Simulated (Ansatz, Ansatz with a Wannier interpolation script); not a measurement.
**G0W0 band structure of Cs2PdCl4 (P4/mmm)**

Aim: the G0W0 bands of Cs2PdCl4 (P4/mmm) along the symmetry lines, with the gap off the mesh.

Main program and level: Ansatz 0.2.0; LDA, Wannier functions and G0W0, plane waves, PAW.

## 1. The starting structure

Symmetry: P4/mmm, No. 123, tetragonal system. The conventional cell has a = 7.416 Å, b = 7.416 Å, c = 4.679 Å, α = 90.00°, β = 90.00°, γ = 90.00°. Cs has 8 Cl at 3.53 Å nearest. Nearest to Pd lie 4 Cl at 2.32 Å. Nearest to Cl lie 1 Pd at 2.32 Å and 4 Cs at 3.53 Å. Farther neighbours and most contacts between anions are not listed.

The cell and positions come from the Crystallography Open Database and are kept as given unless a step says otherwise. Spin-orbit coupling is left out unless a step names it. The default PAW set here is soft_2. Its files were made with PBE.

## 2. LDA bands

The cheap functional maps the bands first; the places of the edges decide which points the dearer methods must see.

This step: DFT, LDA, plane waves, PAW.

Contents of input.yaml:

```yaml
crystal:
  lattice:
    - [7.4158, 0.0, 0.0]
    - [0.0, 7.4158, 0.0]
    - [0.0, 0.0, 4.6792]
  atoms:
    - { symbol: Cs, position: [0.0, 0.5, 0.5] }
    - { symbol: Cs, position: [0.5, 0.0, 0.5] }
    - { symbol: Pd, position: [0.0, 0.0, 0.0] }
    - { symbol: Cl, position: [0.221, 0.221, 0.0] }
    - { symbol: Cl, position: [0.779, 0.221, 0.0] }
    - { symbol: Cl, position: [0.779, 0.779, 0.0] }
    - { symbol: Cl, position: [0.221, 0.779, 0.0] }
kpoints:
  mp_grid: { grid: [2, 2, 4] }
  band_path:
    path:
      - [[0.0, 0.0, 0.0], [0.0, 0.5, 0.0], [0.5, 0.5, 0.0], [0.0, 0.0, 0.0], [0.0, 0.0, 0.5], [0.0, 0.5, 0.5], [0.5, 0.5, 0.5], [0.0, 0.0, 0.5]]
      - [[0.0, 0.5, 0.0], [0.0, 0.5, 0.5]]
      - [[0.5, 0.5, 0.0], [0.5, 0.5, 0.5]]
    npoints: 10
hamiltonian:
  xc: lda
scf:
  occupations: { method: fermi_dirac, width: 0.02 }
  n_extra_bands: 136
output:
  eigenvalues: true
  fatbands: true
  write_density: true
  write_potential: true
  elf: true
  volumetric_format: npy
```

The run is started by

```console
ansatz run input.yaml --threads 12 --pin off --max-ram 22118MiB --backend cpu --events-out ev --progress --plain --runs-dir out
```

Numbers of over 12 decimals in the logs are rounded to 6 here.

The log of the run:

```text
scf.n_extra_bands = 136 over 32 filled bands (N_el = 64.0): the run solves 168 bands
Engine: ansatz 0.2.0, aarch64-unknown-linux-gnu
Pseudopotentials: kind: paw
Pseudopotential: Cs, paw, valence charge 9, recommended cutoff 420 eV (normal), Cs.paw.azcp
Pseudopotential: Pd, paw, valence charge 18, recommended cutoff 420 eV (normal), Pd.paw.azcp
Pseudopotential: Cl, paw, valence charge 7, recommended cutoff 420 eV (normal), Cl.paw.azcp
Functional definition: SPW92
  exchange = slater_x
  correlation = pw_c
Crystal: 7 atoms, lattice volume = 257.328 Å³
Basis set: ecut = 420 eV, 5047 PW (Γ)
Bands: 168, of which v1, the nominal top of the filled ones, is band 32 counted from 1 (31 counted from 0)
Symmetry: 16 space group operations
Space group: P4/mmm (ITA 123), of the structure as read, at distance tolerance 6.4e-5 Å
k-points: 9 of 16
Non-local potential: Cs, projectors of the file, l = 0: 3, l = 1: 2, l = 2: 2, l = 3: 2
Non-local potential: Pd, projectors of the file, l = 0: 2, l = 1: 2, l = 2: 2, l = 3: 1
Non-local potential: Cl, projectors of the file, l = 0: 2, l = 1: 2, l = 2: 2
PAW form: soft (Blöchl's): semilocal exchange-correlation on the pseudo side does not see the compensation charge
PAW frozen core: Cs, regenerated for the run's functional, and the local potential with it (the file was generated under x = pbe(κ = 0.804, μ = 0.219515), c = pbe(β = 0.066725))
PAW frozen core: Pd, regenerated for the run's functional, and the local potential with it (the file was generated under x = pbe(κ = 0.804, μ = 0.219515), c = pbe(β = 0.066725))
PAW frozen core: Cl, regenerated for the run's functional, and the local potential with it (the file was generated under x = pbe(κ = 0.804, μ = 0.219515), c = pbe(β = 0.066725))
PAW one-centre angular grid: Cs, 194 points (default); XC on 64 Gauss nodes
PAW one-centre angular grid: Pd, 590 points (default); XC on 64 Gauss nodes
PAW one-centre angular grid: Cl, 110 points (default); XC on 64 Gauss nodes
Initial density: superposition of atomic densities (neutral atoms: chi_scale 0, normalization atom), corrected by the library's trained network
Initial wavefunctions: pseudopotential atomic-orbital guess
Functional: x = slater, c = lda
SCF iter   1: F=—  HF=-22040.378771 eV  |F-HF|=—  |Δ(HF+E_count)|=         —  Δρ=5.62e-3  dr2=7.56e-2  ethr=1.77e-3  ⟨swp⟩=5.9  Hψ=7902  notcnv=0  defer=504
preconditioner: auto → Resta (q_TF=auto, 2.164 Å⁻¹)  ε∞=1.5  [insulator: Δε(μ)=1.615 eV  Ē_g=24.682 eV  σ=0.020 eV  W_gap=1.00  n_scr=46 (ndim 8)  ℏωp=16.7 eV  f_vac=0.187  D(μ)=0.00/eV (n_scr^D=0)  ε∞_Penn≈1.5]
SCF iter   2: F=—  HF=-22040.356709 eV  |F-HF|=—  |Δ(HF+E_count)|=   2.21e-2  Δρ=2.38e-3  dr2=7.74e-3  ethr=1.18e-4  ⟨swp⟩=2.0  Hψ=1766  notcnv=0  defer=1040
SCF iter   3: F=—  HF=-22040.355581 eV  |F-HF|=—  |Δ(HF+E_count)|=   1.13e-3  Δρ=1.13e-3  dr2=3.54e-3  ethr=1.21e-5  ⟨swp⟩=2.0  Hψ=635  notcnv=0  defer=1142
SCF iter   4: F=—  HF=-22040.355371 eV  |F-HF|=—  |Δ(HF+E_count)|=   2.10e-4  Δρ=8.11e-4  dr2=2.40e-3  ethr=5.54e-6  ⟨swp⟩=2.0  Hψ=660  notcnv=0  defer=1142
SCF iter   5: F=—  HF=-22040.354984 eV  |F-HF|=—  |Δ(HF+E_count)|=   3.86e-4  Δρ=2.58e-4  dr2=2.50e-4  ethr=3.75e-6  ⟨swp⟩=2.0  Hψ=382  notcnv=0  defer=1142
SCF iter   6: F=—  HF=-22040.354953 eV  |F-HF|=—  |Δ(HF+E_count)|=   3.09e-5  Δρ=4.22e-5  dr2=5.11e-6  ethr=3.91e-7  ⟨swp⟩=2.0  Hψ=461  notcnv=0  defer=1142
SCF iter   7: F=—  HF=-22040.354769 eV  |F-HF|=—  |Δ(HF+E_count)|=   1.84e-4  Δρ=4.74e-6  dr2=6.85e-8  ethr=1.56e-10  ⟨swp⟩=13.7  Hψ=11857  notcnv=0
SCF iter   8: F=-22040.354769 eV  HF=-22040.354769 eV  |F-HF|=2.32e-9  |Δ(HF+E_count)|=   3.78e-8  Δρ=1.41e-6  dr2=7.44e-9  ethr=1.07e-10  ⟨swp⟩=1.0  Hψ=2050  notcnv=0
SCF 1 converged in 8 iterations: F = -22040.354769 eV  dr2 = 7.44e-9
[...]
NSCF: frozen V_eff on 93 k-points
SCF converged after 8 iterations
Free energy (F): -22040.354769 eV
Harris-Foulkes:  -22040.354769 eV  (|F-HF|=2.32e-9)
Internal energy: -22040.354769 eV  (E = F + TS)
E sigma→0 (E₀):  -22040.354769 eV
Fermi energy:    2.897044 eV
--- Per-component energies (eV) ---
  E_band       = -652.317714
  E_kinetic    = 1440.515079
  E_local      = -6588.564696  (includes V_loc(G=0)·N_el)
  E_nonlocal   = 409.604125
  E_hartree    = 2702.527380
  E_xc         = -935.134062
  E_vxc        = -948.026628  (∫ρ·V_xc dr)
  E_paw        = -15929.532667  (= ΣΔE_a)
  E_vpaw       = -370.906140  (= ΣTr[D̂ρ^β])
  E_aug_tail   = 0.000592  (compensation charges beyond the density's cutoff)
  E_ewald      = -3141.754333
  E_core_change = 1.983813  (= ΣΔE_core)
  E_smearing   = -0.000000  (= −TS)
  E_closure    = 0.000000  (closes the sum)
  Σ components = -22040.354769   (vs F -22040.354769, Δ=0.00e0)
--- Band table (eV; the first three rows and the last of 9) ---
  k-point 0: bands = [... 28 lower, 1.4624, 1.5518, 1.9962, 1.9962, 4.2370, 5.8617, 7.1605, 8.0651, ... 132 higher]
  k-point 1: bands = [... 28 lower, 1.6838, 1.7122, 2.0139, 2.0139, 4.2452, 6.5007, 7.0294, 8.1500, ... 132 higher]
  k-point 2: bands = [... 28 lower, 1.8863, 1.8937, 2.0346, 2.0346, 4.2534, 6.3095, 7.7402, 8.0782, ... 132 higher]
  k-point 8: bands = [... 28 lower, 1.8218, 1.8785, 1.8785, 1.9322, 3.7320, 7.2657, 8.7451, 8.7451, ... 132 higher]
```

Wall time 31 s (12 threads of Arm Neoverse V1, shared host); peak memory 3.3 GiB; 6 min of CPU time.

Reading the cycles: dr2 is the Hartree energy of the density residual (eV), the measure of convergence; HF is the Harris–Foulkes estimate of the energy, which meets the free energy F at convergence.

Numbers from this step:

- filled bands: 32
- gap: 1.634 eV
- valence top at: M
- conduction bottom at: M
- least direct gap: 1.634 eV

The gap is direct, at (0.500, 0.500, 0.000).

ELF in the ab plane at fractional z = 0.000, with atoms of Pd and Cl within 0.2 Å of it. It is the smooth field of the valence electrons, not physical close to the nuclei.

Ten even steps from '_' (0.00) to '@' (0.89), each cell a mean:
```
==++==::::::::..__________....::::::::====
**--::++##%%##**--______..==##%%##**--::==
--::++%%%%@@@@@@**..____--%%@@@@@@%%##--::
..--%%%%**##@@@@##--____++@@@@@@**##%%**::
..++%%%%==++@@@@##--____++%%@@##--**@@##::
__++@@@@%%%%@@%%**::____==##@@%%##@@@@%%::
__==%%@@@@@@%%##==..____::**%%@@@@@@@@##..
__::**%%@@%%##==::______..--**##%%@@%%==..
____::==++++--::__________..::==++++--..__
__________________________________________
__________________________________________
____..::--::....____________..::----..____
__..==##%%##++--..________::==**####**--__
__--%%@@@@@@%%**--..____::==##%%@@@@@@**..
__==@@@@@@@@@@%%++..____--##%%@@@@@@@@##::
..++@@%%++**@@@@##::____++%%@@%%++##@@%%::
..==%%%%==++@@@@%%--____++@@@@%%==**%%##::
::--##@@%%%%@@@@##::____==%%@@@@%%%%%%++::
++::--##%%@@@@%%==..____::**%%@@%%%%++::==
++==::--==++==--..________::==++++--::--++
--++++::....____________________....--**==
```
Columns run along a (7.4 Å), rows up along b (7.4 Å). Atoms in or near the plane, at fractional coordinates: Pd at (0.00, 0.00), Cl at (0.22, 0.22), Cl at (0.78, 0.22), Cl at (0.78, 0.78), Cl at (0.22, 0.78).

Electrostatic potential energy in the ab plane at fractional z = 0.000, with atoms of Pd and Cl within 0.2 Å of it. With pseudopotentials it is smooth inside the atoms' cores, unlike the true potential.

Ten even steps from '0' (-52 eV) to '9' (8 eV), each cell a mean:
```
015899999999999999730
247888999999999988853
778644799999998645787
997300489999996201589
996200279999995100489
998411489999997212699
999766899999998756899
999999999999999999999
999999999999999999999
999999999999999999999
999999999999999999999
999999999999999999999
999999999999999999999
999877899999999878999
998533689999998424799
997200379999996100489
997200379999996100489
887422589999997423688
467777899999999867875
026899999999999999741
004899999999999999720
```
Columns run along a (7.4 Å; values clipped at the 3rd and 97th percentile), rows up along b (7.4 Å). Atoms in or near the plane, at fractional coordinates: Pd at (0.00, 0.00), Cl at (0.22, 0.22), Cl at (0.78, 0.22), Cl at (0.78, 0.78), Cl at (0.22, 0.78).

## 3. Wannier functions (Cl:3p Pd:4d) on 4×4×8

Localised functions give a small Hamiltonian that interpolates between mesh points at no cost.

This step: maximally localised Wannier functions, LDA, plane waves, PAW.

input.yaml, the sections that differ from step 2:

```yaml
kpoints:
  mp_grid: { grid: [2, 2, 4] }
scf:
  occupations: { method: fixed }
  n_extra_bands: 136
output:
  wannier:
    kmesh: [4, 4, 8]
    projections: [{ species: Cl, l: p, shell: 3 }, { species: Pd, l: d, shell: 4 }]
    minimise: true
    write_hr: true
    seedname: w
    conv_tol: 1.0e-07
    max_iter: 4000
    disentanglement:
      window: [-2.36, 7.21]
      frozen_window: [-2.36, 4.21]
      conv_tol: 1.0e-08
# crystal, hamiltonian: as in step 2
```

The log of the run:

```text
[...]
Crystal: 7 atoms, lattice volume = 257.328 Å³
Basis set: ecut = 420 eV, 5047 PW (Γ)
Bands: 168, of which v1, the nominal top of the filled ones, is band 32 counted from 1 (31 counted from 0)
Symmetry: 16 space group operations
[...]
k-points: 9 of 16
[...]
SCF iter   1: F=—  HF=-22040.379031 eV  |F-HF|=—  |Δ(HF+E_count)|=         —  Δρ=5.63e-3  dr2=7.59e-2  ethr=1.77e-3  ⟨swp⟩=4.8  Hψ=5373  notcnv=0  defer=1196
[...]
SCF iter   8: F=-22040.354769 eV  HF=-22040.354769 eV  |F-HF|=2.55e-9  |Δ(HF+E_count)|=   4.49e-8  Δρ=1.43e-6  dr2=7.77e-9  ethr=1.02e-10  ⟨swp⟩=1.4  Hψ=2484  notcnv=0
SCF 1 converged in 8 iterations: F = -22040.354769 eV  dr2 = 7.77e-9
[...]
NSCF: frozen V_eff on 34 k-points
the Wannier pass solved 34 of the 128 points of its mesh, and has the states at the others by symmetry: states obtained by the crystal's operations at points that were solved too leave a residual of 6.53e-13 eV (read by the count's bands and the next), within 6.67e-6 eV
SCF converged after 8 iterations
Free energy (F): -22040.354769 eV
[...]
Internal energy: -22040.354769 eV  (E = F + TS)
E sigma→0 (E₀):  -22040.354769 eV
Fermi energy:    2.077811 eV
[...]
--- Band table (eV; the first three rows and the last of 9) ---
  k-point 0: bands = [... 28 lower, 1.4624, 1.5518, 1.9962, 1.9962, 4.2370, 5.8617, 7.1605, 8.0651, ... 132 higher]
  k-point 1: bands = [... 28 lower, 1.6838, 1.7122, 2.0139, 2.0139, 4.2452, 6.5007, 7.0294, 8.1500, ... 132 higher]
  k-point 2: bands = [... 28 lower, 1.8863, 1.8937, 2.0346, 2.0346, 4.2534, 6.3095, 7.7402, 8.0782, ... 132 higher]
  k-point 8: bands = [... 28 lower, 1.8218, 1.8785, 1.8785, 1.9322, 3.7320, 7.2657, 8.7451, 8.7451, ... 132 higher]
Wannier search: line search 1 of at most 4000: gauge-dependent spread (as the search counts it) 0.4256859 Å², largest recent change 1.5e-1 Å² and fall left 7.1e-6 Å² against conv_tol 1.0e-7 Å², 0 stops escaped
```

The job ended after 32 s (12 threads; peak memory 3 GiB).

Numbers from this step:

```yaml
gauge_invariant_spread: 25.06 Å²
diagonal_spread: 1.25e-4 Å²
off_diagonal_spread: 0.4254 Å²
total_spread: 25.48 Å²
least_projectability: 0.8024
localisation_steps: 7
disentanglement_steps: 3
r_m_s_interpolation_error: 4.25e-5 eV
r_m_s_error_near_the_gap: 5.29e-5 eV
```

Near the gap the model misses directly solved bands by 0.1 meV r.m.s. and by 1 meV at most in the window tested. This tests the starting bands, not the corrections carried with them.

Wannier functions, by row:

| function | x (Å) | y (Å) | z (Å) | spread (Å²) | nearest atom | distance (Å) |
| --- | --- | --- | --- | --- | --- | --- |
| 1 | 1.63 | 1.63 | 0 | 1.788 | Cl4 | 0.013 |
| 2 | 1.674 | 1.589 | 0 | 1.671 | Cl4 | 0.061 |
| 3 | 1.589 | 1.674 | 0 | 1.671 | Cl4 | 0.061 |
| 4 | 5.786 | 1.63 | 0 | 1.788 | Cl5 | 0.013 |
| 5 | 5.741 | 1.589 | 0 | 1.671 | Cl5 | 0.061 |
| 6 | 5.827 | 1.674 | 0 | 1.671 | Cl5 | 0.061 |
| 7 | 5.786 | 5.786 | 0 | 1.788 | Cl6 | 0.013 |
| 8 | 5.741 | 5.827 | 0 | 1.671 | Cl6 | 0.061 |
| 9 | 5.827 | 5.741 | 0 | 1.671 | Cl6 | 0.061 |
| 10 | 1.63 | 5.786 | 0 | 1.788 | Cl7 | 0.013 |
| 11 | 1.674 | 5.827 | 0 | 1.671 | Cl7 | 0.061 |
| 12 | 1.589 | 5.741 | 0 | 1.671 | Cl7 | 0.061 |
| 13 | 0 | 0 | 0 | 1.101 | Pd3 | 0 |
| 14 | 0 | 0 | 0 | 0.882 | Pd3 | 0 |
| 15 | 0 | 0 | 0 | 0.882 | Pd3 | 0 |
| 16 | 0 | 0 | 0 | 0.943 | Pd3 | 0 |
| 17 | 0 | 0 | 0 | 1.156 | Pd3 | 0 |

Frozen up to 2.13 eV; above it the model need not follow the bands. The electronic bands at the labelled points (eV, zero at the valence-band top):

| point | band 29 | band 30 | band 31 | band 32 | band 33 |
| --- | --- | --- | --- | --- | --- |
| Γ | -0.62 | -0.53 | -0.08 | -0.08 | 2.16 |
| halfway | -0.59 | -0.40 | -0.07 | -0.06 | 2.06 |
| X | -0.56 | -0.33 | -0.05 | -0.04 | 1.96 |
| halfway | -0.54 | -0.19 | -0.03 | -0.02 | 1.79 |
| M | -0.52 | -0.09 | 0.00 | 0.00 | 1.63 |
| halfway | -0.56 | -0.27 | -0.04 | -0.04 | 1.92 |
| Γ | -0.62 | -0.53 | -0.08 | -0.08 | 2.16 |
| halfway | -0.39 | -0.37 | -0.06 | -0.06 | 2.17 |
| Z | -0.19 | -0.18 | -0.04 | -0.04 | 2.18 |
| halfway | -0.22 | -0.16 | -0.09 | -0.08 | 2.07 |
| R | -0.26 | -0.14 | -0.13 | -0.12 | 1.97 |
| halfway | -0.25 | -0.17 | -0.16 | -0.14 | 1.81 |
| A | -0.26 | -0.20 | -0.20 | -0.15 | 1.65 |
| halfway | -0.22 | -0.16 | -0.13 | -0.12 | 1.93 |
| Z | -0.19 | -0.18 | -0.04 | -0.04 | 2.18 |
| jump to X | -0.56 | -0.33 | -0.05 | -0.04 | 1.96 |
| halfway | -0.38 | -0.25 | -0.09 | -0.07 | 1.96 |
| R | -0.26 | -0.14 | -0.13 | -0.12 | 1.97 |
| jump to M | -0.52 | -0.09 | 0.00 | 0.00 | 1.63 |
| halfway | -0.34 | -0.18 | -0.11 | -0.11 | 1.65 |
| A | -0.26 | -0.20 | -0.20 | -0.15 | 1.65 |

The same for Kohn-Sham, solved directly:

| point | band 29 | band 30 | band 31 | band 32 | band 33 |
| --- | --- | --- | --- | --- | --- |
| Γ | -0.62 | -0.53 | -0.08 | -0.08 | 2.16 |
| X | -0.56 | -0.33 | -0.05 | -0.04 | 1.96 |
| M | -0.52 | -0.09 | 0.00 | 0.00 | 1.63 |
| Γ | -0.62 | -0.53 | -0.08 | -0.08 | 2.16 |
| Z | -0.19 | -0.18 | -0.04 | -0.04 | 2.18 |
| R | -0.26 | -0.14 | -0.13 | -0.12 | 1.97 |
| A | -0.26 | -0.20 | -0.20 | -0.15 | 1.65 |
| Z | -0.19 | -0.18 | -0.04 | -0.04 | 2.18 |
| X | -0.56 | -0.33 | -0.05 | -0.04 | 1.96 |
| R | -0.26 | -0.14 | -0.13 | -0.12 | 1.97 |
| M | -0.52 | -0.09 | 0.00 | 0.00 | 1.63 |
| A | -0.26 | -0.20 | -0.20 | -0.15 | 1.65 |

(Part 1 of 2 ends here.)

[Paths, hosts, dates, memory and timing lines, banners, echoed tables and standing remarks are left out of the program output.]

[Logs are printed without paths, hosts, clocks, repeated set-up lines and the standing remarks that a program may print on its own settings, such as how far it seeks lower states.]

[Runs of the session that timed out or met a known fault of the program may be left out.]

[Hosts, paths, dates, database ids (printed as entryN), source tags and the programs' standing remarks are cut or masked in the printed files.]
